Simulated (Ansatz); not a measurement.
# A hypothetical structure for Co2Ge2Bi

This structure for Co2Ge2Bi is made up. Its elements were placed in a known structure type with a cell scaled to their sizes. What cell does the guess relax to, and how far off was it?

Calculated with Ansatz 0.2.0; DFT, PBEsol, plane-wave PAW, files of the set soft_1, scalar-relativistic, ferromagnetic start, cell and ions relaxed at zero pressure; PAW set soft_1, in the first sound run; inputs show where later runs differ.

## (1) Starting point

The structure is tetragonal, space group I4/mmm (No. 139). Conventional cell: a = 3.910 Å, b = 3.910 Å, c = 10.163 Å, α = 90.00°, β = 90.00°, γ = 90.00°. Nearest to Bi lie 8 Ge at 3.09 Å and 8 Co at 3.21 Å. Nearest to Ge lie 4 Co at 2.28 Å and 1 Ge at 2.75 Å and 4 Bi at 3.09 Å. Co has 4 Ge at 2.28 Å and 4 Co at 2.76 Å and 4 Bi at 3.21 Å nearest. Farther neighbours are not listed.

## (2) Relaxing cell and atoms

The guessed cell has no reason to be at equilibrium. It is relaxed with the atoms, within the space group of the guess.

The input, input.yaml:

```yaml
crystal:
  lattice:
    - [-1.955, 1.955, 5.0815]
    - [1.955, -1.955, 5.0815]
    - [1.955, 1.955, -5.0815]
  atoms:
    - { symbol: Bi, position: [0.0, 0.0, 0.0] }
    - { symbol: Ge, position: [0.6352, 0.6352, 0.0] }
    - { symbol: Ge, position: [0.3648, 0.3648, 0.0] }
    - { symbol: Co, position: [0.75, 0.25, 0.5], spin: 2.0 }
    - { symbol: Co, position: [0.25, 0.75, 0.5], spin: 2.0 }
magnetization:
  spin_polarized: true
kpoints:
  mp_grid: { grid: [10, 10, 10] }
scf:
  occupations: { method: fermi_dirac, width: 0.05 }
hamiltonian:
  xc: pbesol
  pseudopotentials: { kind: paw, azcp: { folder: soft_1 }, xc_functional: pbe }
relax:
  f_tol: 0.015
  max_steps: 70
  cell: {}
output:
  forces: true
  stress: true
```

The run is started by

```sh
ansatz run input.yaml --threads 4 --pin off --max-ram 8192MiB --backend cpu --events-out ev --progress --plain --runs-dir out
```

Numbers of over 12 decimals in the logs are rounded to 6 here.

The program printed:

```text
basis.fft_grid_basis auto: the FFT boxes are laid along the combinations [[1, 0, 1], [0, 1, 1], [0, 0, 1]] of the cell's own vectors, 3.910, 3.910 and 5.785 Å long. The dense box has 27×27×40 points. Along the cell's own vectors, as sized, it would have 40×40×40, 2.19 times as many. Of the 16 symmetry operations that the crystal satisfies within crystal.symmetry.tolerance (time reversal apart; of a slab, those that k [...]
Engine: ansatz 0.2.0, aarch64-unknown-linux-gnu
Pseudopotentials: kind: paw
Pseudopotential: Bi, paw, valence charge 15, recommended cutoff 420 eV (normal), soft_1/Bi.paw.azcp
Pseudopotential: Ge, paw, valence charge 14, recommended cutoff 420 eV (normal), soft_1/Ge.paw.azcp
Pseudopotential: Co, paw, valence charge 17, recommended cutoff 420 eV (normal), soft_1/Co.paw.azcp
Functional definition: PBEsol
  exchange = pbesol_x
  correlation = pbesol_c
Crystal: 5 atoms, lattice volume = 77.686 Å³
Basis set: ecut = 420 eV, 1549 PW (Γ), FFT grids on a1+a3, a2+a3, a3, exchange–correlation on 54×54×80 points (8 copies of the dense FFT grid, shifted against one another)
Bands: 49, of which v1, the nominal top of the filled ones, is band 39 counted from 1 (38 counted from 0)
Symmetry: 16 space group operations
Space group: I4/mmm (ITA 139), of the structure as read, at distance tolerance 4.3e-5 Å
Magnetic group: BNS 139.531 (UNI 1191), of the structure as read, at distance tolerance 4.3e-5 Å
k-points: 102 of 1000
Non-local potential: Bi, projectors of the file, l = 0: 2, l = 1: 2, l = 2: 2, l = 3: 1
Non-local potential: Ge, projectors of the file, l = 0: 2, l = 1: 2, l = 2: 3, l = 3: 1
Non-local potential: Co, projectors of the file, l = 0: 3, l = 1: 2, l = 2: 3, l = 3: 1
PAW form: soft (Blöchl's): semilocal exchange-correlation on the pseudo side does not see the compensation charge
PAW frozen core: Bi, regenerated for the run's functional, and the local potential with it (the file was generated under x = pbe(κ = 0.804, μ = 0.219515), c = pbe(β = 0.066725))
PAW frozen core: Ge, regenerated for the run's functional, and the local potential with it (the file was generated under x = pbe(κ = 0.804, μ = 0.219515), c = pbe(β = 0.066725))
PAW frozen core: Co, regenerated for the run's functional, and the local potential with it (the file was generated under x = pbe(κ = 0.804, μ = 0.219515), c = pbe(β = 0.066725))
PAW one-centre angular grid: Bi, 590 points (default); XC on 64 Gauss nodes
PAW one-centre angular grid: Ge, 590 points (default); XC on 64 Gauss nodes
PAW one-centre angular grid: Co, 590 points (default); XC on 64 Gauss nodes
Initial density: superposition of atomic densities (chi_scale 0.1, normalization cell)
Starting moments: Σ|m| = 4 μB on 2 of 5 sites
Initial wavefunctions: pseudopotential atomic-orbital guess
Functional: x = pbesol(κ = 0.804, μ = 0.123457), c = pbesol(β = 0.046)
SCF iter   1: F=—  HF=-30933.538267 eV  |F-HF|=—  |Δ(HF+E_count)|=         —  Δρ=3.49e-2 (↑3.09e-2 ↓3.49e-2)  dr2=4.22e0  dr2_m=4.34e-1  M=2.746 μB ∫|m|=3.258 μB  β_m=0.30  ethr=3.10e-3  ⟨swp⟩=6.6  Hψ=36443  notcnv=0  defer=15
Mixer restart at iter 1: flushing history
preconditioner: auto → Kerker (q_TF=auto, 2.724 Å⁻¹)  [metal: Δε(μ)=0.007 eV  Ē_g=18.113 eV  σ=0.050 eV  W_gap=0.03  n_scr=32 (ndim 8)  ℏωp=32.9 eV  f_vac=0.000  D(μ)=4.96/eV (n_scr^D=44)]
spin=Collinear: Kerker preconditioning applied to the charge; magnetization (m = ρ↑ − ρ↓) channel mixes plain (no charge-response kernel on spin).
SCF iter   2: F=—  HF=-30934.215023 eV  |F-HF|=—  |Δ(HF+E_count)|=   6.77e-1  Δρ=4.90e-2 (↑2.00e-2 ↓4.90e-2)  dr2=4.84e0  dr2_m=5.85e-1  M=2.412 μB ∫|m|=2.952 μB  β_m=0.65  ethr=3.10e-3  ⟨swp⟩=2.0  Hψ=12392  notcnv=0  defer=425
SCF iter   3: F=—  HF=-30936.251255 eV  |F-HF|=—  |Δ(HF+E_count)|=    2.04e0  Δρ=5.28e-2 (↑1.71e-2 ↓5.28e-2)  dr2=4.17e0  dr2_m=7.25e-1  M=1.906 μB ∫|m|=2.467 μB  β_m=0.12  ethr=3.10e-3  ⟨swp⟩=2.2  Hψ=12115  notcnv=0  defer=637
SCF iter   4: F=—  HF=-30936.667345 eV  |F-HF|=—  |Δ(HF+E_count)|=   4.16e-1  Δρ=3.10e-2 (↑3.10e-2 ↓2.73e-2)  dr2=1.84e0  dr2_m=4.83e-1  M=1.793 μB ∫|m|=2.330 μB  β_m=0.36  ethr=3.10e-3  ⟨swp⟩=2.0  Hψ=13122  notcnv=0  defer=673
SCF iter   5: F=—  HF=-30937.297878 eV  |F-HF|=—  |Δ(HF+E_count)|=   6.31e-1  Δρ=3.54e-2 (↑3.54e-2 ↓1.28e-2)  dr2=1.16e0  dr2_m=1.04e-1  M=0.794 μB ∫|m|=1.203 μB  β_m=0.82  ethr=2.38e-3  ⟨swp⟩=3.0  Hψ=15064  notcnv=0  defer=673
SCF iter   6: F=—  HF=-30937.247307 eV  |F-HF|=—  |Δ(HF+E_count)|=   5.06e-2  Δρ=2.15e-2 (↑2.15e-2 ↓1.57e-2)  dr2=9.39e-1  dr2_m=8.80e-3  M=0.319 μB ∫|m|=0.511 μB  β_m=0.83  ethr=1.51e-3  ⟨swp⟩=2.1  Hψ=12974  notcnv=0  defer=681
SCF iter   7: F=—  HF=-30937.154175 eV  |F-HF|=—  |Δ(HF+E_count)|=         —  Δρ=1.36e-2 (↑1.40e-3 ↓1.36e-2)  dr2=8.67e-2  dr2_m=3.22e-2  M=0.170 μB ∫|m|=0.280 μB  β_m=0.83  ethr=1.22e-3  ⟨swp⟩=2.2  Hψ=13704  notcnv=0  defer=681
Mixer restart at iter 7: flushing history
SCF iter   8: F=—  HF=-30937.191220 eV  |F-HF|=—  |Δ(HF+E_count)|=   3.70e-2  Δρ=9.72e-3 (↑9.72e-3 ↓2.81e-3)  dr2=6.50e-2  dr2_m=9.55e-3  M=0.129 μB ∫|m|=0.203 μB  β_m=0.75  ethr=1.13e-4  ⟨swp⟩=2.8  Hψ=20808  notcnv=0  defer=698
SCF iter   9: F=—  HF=-30937.173499 eV  |F-HF|=—  |Δ(HF+E_count)|=   1.77e-2  Δρ=9.61e-3 (↑2.84e-3 ↓9.61e-3)  dr2=8.26e-2  dr2_m=8.51e-3  M=0.098 μB ∫|m|=0.159 μB  β_m=0.70  ethr=8.44e-5  ⟨swp⟩=2.7  Hψ=19502  notcnv=0  defer=694
SCF iter  10: F=—  HF=-30937.163293 eV  |F-HF|=—  |Δ(HF+E_count)|=   1.02e-2  Δρ=1.70e-3 (↑1.70e-3 ↓1.09e-3)  dr2=2.62e-4  dr2_m=1.35e-3  M=0.056 μB ∫|m|=0.086 μB  β_m=0.85  ethr=8.44e-5  ⟨swp⟩=2.0  Hψ=14922  notcnv=0  defer=698
SCF iter  11: F=—  HF=-30937.164018 eV  |F-HF|=—  |Δ(HF+E_count)|=   7.26e-4  Δρ=2.21e-3 (↑2.21e-3 ↓8.17e-4)  dr2=4.89e-3  dr2_m=3.67e-4  M=0.035 μB ∫|m|=0.053 μB  β_m=0.85  ethr=3.41e-7  ⟨swp⟩=2.0  Hψ=18230  notcnv=0  defer=698
SCF iter  12: F=—  HF=-30937.163839 eV  |F-HF|=—  |Δ(HF+E_count)|=   1.79e-4  Δρ=9.69e-4 (↑9.69e-4 ↓4.86e-4)  dr2=1.46e-3  dr2_m=4.47e-5  M=0.018 μB ∫|m|=0.026 μB  β_m=0.74  ethr=3.41e-7  ⟨swp⟩=2.0  Hψ=17415  notcnv=0  defer=698
SCF iter  13: F=—  HF=-30937.163500 eV  |F-HF|=—  |Δ(HF+E_count)|=   3.39e-4  Δρ=2.19e-4 (↑2.19e-4 ↓9.19e-5)  dr2=1.37e-5  dr2_m=1.66e-5  M=0.009 μB ∫|m|=0.014 μB  β_m=0.87  ethr=3.41e-7  ⟨swp⟩=2.0  Hψ=17884  notcnv=0  defer=698
SCF iter  14: F=—  HF=-30937.163498 eV  |F-HF|=—  |Δ(HF+E_count)|=   1.77e-6  Δρ=4.60e-5 (↑9.52e-6 ↓4.60e-5)  dr2=1.24e-6  dr2_m=3.79e-7  M=0.002 μB ∫|m|=0.002 μB  β_m=0.82  ethr=1.78e-8  ⟨swp⟩=2.0  Hψ=16895  notcnv=0  defer=698
[...]
SCF 3 converged in 12 iterations: F = -30937.381008 eV  dr2 = 2.38e-7
relax step   3: F+E_penalty+E_count = -30937.38100845 eV  Δ(F+E_penalty+E_count) = -6.752e-2 eV  max|allowed force component| = 3.160e-1 eV/Å  Δτ_max = 0.0546 Å  P = +1.229 GPa  Ω = 79.147 Å³  energy of the carried Pulay correction = -7.110e-4 eV  (12 SCF iters, dr2 threshold 5.00e-7 eV, accepted)
[...]
relax step   4: F+E_penalty+E_count = -30937.38904774 eV  Δ(F+E_penalty+E_count) = -8.039e-3 eV  max|allowed force component| = 9.059e-2 eV/Å  Δτ_max = 0.0278 Å  P = -0.066 GPa  Ω = 80.154 Å³  energy of the carried Pulay correction = -1.194e-3 eV  (9 SCF iters, dr2 threshold 5.00e-7 eV, accepted)
[...]
relax step   5: F+E_penalty+E_count = -30937.39029806 eV  Δ(F+E_penalty+E_count) = -1.250e-3 eV  max|allowed force component| = 1.493e-2 eV/Å  Δτ_max = 0.0038 Å  P = +0.001 GPa  Ω = 80.047 Å³  energy of the carried Pulay correction = -1.142e-3 eV  (7 SCF iters, dr2 threshold 5.00e-7 eV, accepted)
[...]
relax step   6: F+E_penalty+E_count = -30937.39280650 eV  Δ(F+E_penalty+E_count) = -2.508e-3 eV  max|allowed force component| = 1.385e-2 eV/Å  Δτ_max = 0.0000 Å  P = +0.028 GPa  Ω = 80.047 Å³  stress off target by 5.31e-2 GPa  SCF on the basis re-selected at this cell (its energy is not comparable with the rows above)  (11 SCF iters)
[...]
relax step   7: F+E_penalty+E_count = -30937.39281708 eV  Δ(F+E_penalty+E_count) = -1.058e-5 eV  max|allowed force component| = 1.624e-3 eV/Å  Δτ_max = 0.0008 Å  P = -0.014 GPa  Ω = 80.061 Å³  energy of the carried Pulay correction = -7.406e-6 eV  (9 SCF iters, dr2 threshold 7.05e-9 eV, accepted)
iter 1 solved again at ethr=3.19e-8 eV; its pass at ethr=3.10e-3 eV (dr2=2.46e-5 eV) is discarded
SCF iter   1: F=—  HF=-30937.392817 eV  |F-HF|=—  |Δ(HF+E_count)|=         —  Δρ=7.69e-7 (↑7.69e-7 ↓5.13e-7)  dr2=8.52e-10  dr2_m=2.11e-11  M=-0.000 μB ∫|m|=0.000 μB  β_m=0.65  ethr=3.19e-8  ⟨swp⟩=3.4  Hψ=66141  notcnv=0
eigensolver tolerance schedule: the retry pair's looser diagonalisation over-reported the residual by 28846.46 of it (diagonalisation noise at 0.42 of the residual, at the tolerance the schedule requests for it); recorded, not acted on — ethr = c·dr2/N_el stays at c = 1.0e-1
preconditioner: auto → Kerker (q_TF=auto, 2.482 Å⁻¹)  [metal: Δε(μ)=0.026 eV  Ē_g=18.227 eV  σ=0.050 eV  W_gap=0.13  n_scr=14 (ndim 8)  ℏωp=32.4 eV  f_vac=0.000  D(μ)=3.07/eV (n_scr^D=30)]
spin=Collinear: Kerker preconditioning applied to the charge; magnetization (m = ρ↑ − ρ↓) channel mixes plain (no charge-response kernel on spin).
SCF iter   2: F=—  HF=-30937.392822 eV  |F-HF|=—  |Δ(HF+E_count)|=   5.04e-6  Δρ=3.22e-7 (↑1.87e-7 ↓3.22e-7)  dr2=5.51e-11  dr2_m=1.07e-11  M=-0.000 μB ∫|m|=0.000 μB  β_m=0.48  ethr=1.11e-12  ⟨swp⟩=3.0  Hψ=22296  notcnv=0
SCF iter   3: F=—  HF=-30937.392822 eV  |F-HF|=—  |Δ(HF+E_count)|=  7.28e-12  Δρ=3.03e-7 (↑3.03e-7 ↓1.10e-7)  dr2=5.00e-11  dr2_m=2.01e-11  M=-0.000 μB ∫|m|=0.000 μB  β_m=0.53  ethr=1.00e-12  ⟨swp⟩=2.0  Hψ=11829  notcnv=0
SCF iter   4: F=—  HF=-30937.392822 eV  |F-HF|=—  |Δ(HF+E_count)|=  1.46e-11  Δρ=1.77e-7 (↑5.48e-8 ↓1.77e-7)  dr2=9.90e-12  dr2_m=8.71e-12  M=-0.000 μB ∫|m|=0.000 μB  β_m=0.76  ethr=1.00e-12  ⟨swp⟩=1.0  Hψ=9996  notcnv=0
SCF iter   5: F=—  HF=-30937.392822 eV  |F-HF|=—  |Δ(HF+E_count)|=  1.09e-11  Δρ=1.29e-7 (↑3.40e-8 ↓1.29e-7)  dr2=1.49e-11  dr2_m=3.01e-12  M=-0.000 μB ∫|m|=0.000 μB  β_m=0.88  ethr=1.00e-12  ⟨swp⟩=1.0  Hψ=9996  notcnv=0
SCF iter   6: F=—  HF=-30937.392822 eV  |F-HF|=—  |Δ(HF+E_count)|=  2.55e-11  Δρ=5.64e-8 (↑2.89e-8 ↓5.64e-8)  dr2=7.68e-12  dr2_m=3.31e-13  M=-0.000 μB ∫|m|=0.000 μB  β_m=0.94  ethr=1.00e-12  ⟨swp⟩=1.0  Hψ=9996  notcnv=0
SCF iter   7: F=-30937.392822 eV  HF=-30937.392822 eV  |F-HF|=7.28e-12  |Δ(HF+E_count)|=  7.28e-12  Δρ=3.97e-8 (↑3.60e-8 ↓3.97e-8)  dr2=5.76e-12  dr2_m=3.68e-15  M=-0.000 μB ∫|m|=0.000 μB  ethr=1.00e-12  ⟨swp⟩=2.1  Hψ=27185  notcnv=0
the starting moments were not kept: the SCF closed with an absolute magnetisation of 3.1e-7 μB, where they sum to 4 μB in size (2 sites). That is at most 0.1 of that sum. Measured as dr2_m measures the in/out step, that magnetisation stands 8.1e-14 eV from none, at or under the dr2_threshold of 5.0e-11 eV: it is no larger than a step whose dr2_m would equal this threshold.
SCF 8 converged in 7 iterations: F = -30937.392822 eV  dr2 = 5.76e-12
relax step   8: F+E_penalty+E_count = -30937.39282198 eV  Δ(F+E_penalty+E_count) = -4.900e-6 eV  max|allowed force component| = 1.622e-3 eV/Å  Δτ_max = 0.0000 Å  P = -0.014 GPa  Ω = 80.061 Å³  stress off target by 1.53e-2 GPa  SCF on the basis re-selected at this cell (its energy is not comparable with the rows above)  (7 SCF iters)
basis re-selected at this cell: Δ(F+E_penalty+E_count) = -4.900e-6 eV, ΔP = -0.000 GPa vs the last step (what re-selecting the basis moved, of the pressure what is left beyond the Pulay correction that the steps carried, after the strain that the cell walked since its last selection, with what the two solves' SCF thresholds leave and, on support functions, any second-order correction that the steps lacked; it is no m [...]
SCF converged after 7 iterations
Magnetization: -0.0000 μB (38.5000 up, 38.5000 down)
Absolute magnetization: 0.0000 μB (∫|ρ↑−ρ↓|, with the PAW one-centre terms)
Spin contamination: 0.0000 ħ² per cell (⟨S²⟩ above its minimum at these occupations)
Per-site moments (μB) at R_I (Å): [(-1.058336479239925e-9, 1.293979), (7.267790143191235e-9, 0.963716), (7.267790170291832e-9, 0.963716), (-1.2474570185752056e-7, 0.963716), (-1.2474570188213696e-7, 0.963716)]
Free energy (F): -30937.392822 eV
Harris-Foulkes:  -30937.392822 eV  (|F-HF|=7.28e-12)
Internal energy: -30937.366812 eV  (E = F + TS)
E sigma→0 (E₀):  -30937.379817 eV
Entropy (-TS):   -0.026010 eV (-5.202 meV/atom)
Fermi energy:    14.931470 eV
--- Per-component energies (eV) ---
  E_band       = -748.705446
  E_kinetic    = 1035.439866
  E_local      = -11557.563198  (includes V_loc(G=0)·N_el)
  E_nonlocal   = 1734.382571
  E_hartree    = 5274.821762
  E_xc         = -479.890529
  E_vxc        = -503.123132  (∫ρ·V_xc dr)
  E_paw        = -17543.025373  (= ΣΔE_a)
  E_vpaw       = -2007.485503  (= ΣTr[D̂ρ^β])
  E_aug_tail   = 0.000190  (compensation charges beyond the density's cutoff)
  E_ewald      = -9403.834612
  E_core_change = 2.302509  (= ΣΔE_core)
  E_smearing   = -0.026010  (= −TS)
  E_closure    = 0.000000  (closes the sum)
  Σ components = -30937.392822   (vs F -30937.392822, Δ=0.00e0)
--- Forces (eV/Å), atoms counted from 1 ---
  atom   1  Bi    -0.00000000     0.00000000    -0.00000000
  atom   2  Ge     0.00000000     0.00000000     0.00162172
  atom   3  Ge     0.00000000     0.00000000    -0.00162172
  atom   4  Co    -0.00000000     0.00000000     0.00000000
  atom   5  Co     0.00000000     0.00000000     0.00000000
  max |Σ_I F_I| component: 3.47e-18 eV/Å
--- Stress (GPa, compression-positive) ---
       -0.013385      -0.000000       0.000000
       -0.000000      -0.013385       0.000000
        0.000000      -0.000000      -0.015286
  P = ⅓ Tr σ = -0.0140 GPa (-0.140 kbar)
--- Relaxed structure (6 steps of the walk, 6 accepted, 2 SCFs on fresh bases) ---
  F+E_penalty+E_count = -30937.39282198 eV   max|allowed force component| = 1.622e-3 eV/Å   (the final SCF, on the basis selected at the relaxed cell)
  cell:  # Å, volume = 80.0609 Å³
    - [-2.054795, 2.054795, 4.740493]
    - [2.054795, -2.054795, 4.740493]
    - [2.054795, 2.054795, -4.740493]
  atoms:
    - { symbol: Bi, position: [2.7310415837478044e-19, 2.7310415837477644e-19, 0] }
    - { symbol: Ge, position: [0.632737, 0.632737, 0] }
    - { symbol: Ge, position: [0.367263, 0.367263, 0] }
    - { symbol: Co, position: [0.75, 0.25, 0.5] }
    - { symbol: Co, position: [0.25, 0.75, 0.5] }
```

Wall time 2 min (4 threads of Arm Neoverse V2, shared host); peak memory 0.82 GiB; 7.7 min of CPU time.

Relaxation path:

| step | energy less that of the first step (eV) | largest force component (eV/Å) | pressure (GPa) | volume (Å³) |
| --- | --- | --- | --- | --- |
| 1 | 0.0000 | 0.6467 | 6.85 | 77.69 |
| 2 | -0.1500 | 0.4808 | 1.22 | 80.23 |
| 3 | -0.2175 | 0.3160 | 1.23 | 79.15 |
| 4 | -0.2255 | 0.0906 | -0.07 | 80.15 |
| 5 | -0.2268 | 0.0149 | 0.00 | 80.05 |
| 6* | -0.2293 | 0.0139 | 0.03 | 80.05 |
| 7 | -0.2293 | 0.0016 | -0.01 | 80.06 |
| 8* | -0.2293 | 0.0016 | -0.01 | 80.06 |

Relaxation steps marked * repeat the geometry before them on a plane-wave basis chosen anew for their cell, so energy and pressure can jump there.

The run keeps the 16 symmetry operations that it works with, so distortions that break them were not tested.

| conventional cell, symmetrised | before | after | change |
| --- | --- | --- | --- |
| a (Å) | 3.910 | 4.110 | +5.1 % |
| b (Å) | 3.910 | 4.110 | +5.1 % |
| c (Å) | 10.163 | 9.481 | -6.7 % |
| volume (Å³/atom) | 15.54 | 16.01 | +3.1 % |

The atoms that moved most (Å, as changes of fractional coordinates times the final cell):

| atom | dx | dy | dz | length |
| --- | --- | --- | --- | --- |
| Ge3 | 0.000 | 0.000 | 0.023 | 0.023 |
| Ge2 | 0.000 | 0.000 | -0.023 | 0.023 |

This step gave:

* free energy: -30937.3928 eV
* energy at zero smearing: -30937.3798 eV
* smearing term TS: 0.02601 eV
* Fermi energy: 14.93 eV
* electrons: 77
* symmetry operations: 16
* pressure: -0.01402 GPa

Shortest distances by pair of elements, guess and relaxed (not always the same contact):

| pair | guess (Å) | relaxed (Å) |
| --- | --- | --- |
| Co–Ge | 2.277 | 2.336 |
| Ge–Ge | 2.748 | 2.517 |
| Co–Co | 2.765 | 2.906 |
| Bi–Co | 3.206 | 3.137 |
| Bi–Ge | 3.087 | 3.167 |

The relaxation ends with a largest force component of 0.0016 eV/Å and a pressure of -0.01 GPa. No moment survives the cycle: this start ends non-magnetic.

(Part 1 of 2 ends here.)

[Logs are printed without paths, hosts, clocks, repeated set-up lines and the standing remarks that a program may print on its own settings, such as how far it seeks lower states.]

[Hosts, paths, dates, database ids (printed as entryN), source tags and the programs' standing remarks are cut or masked in the printed files.]
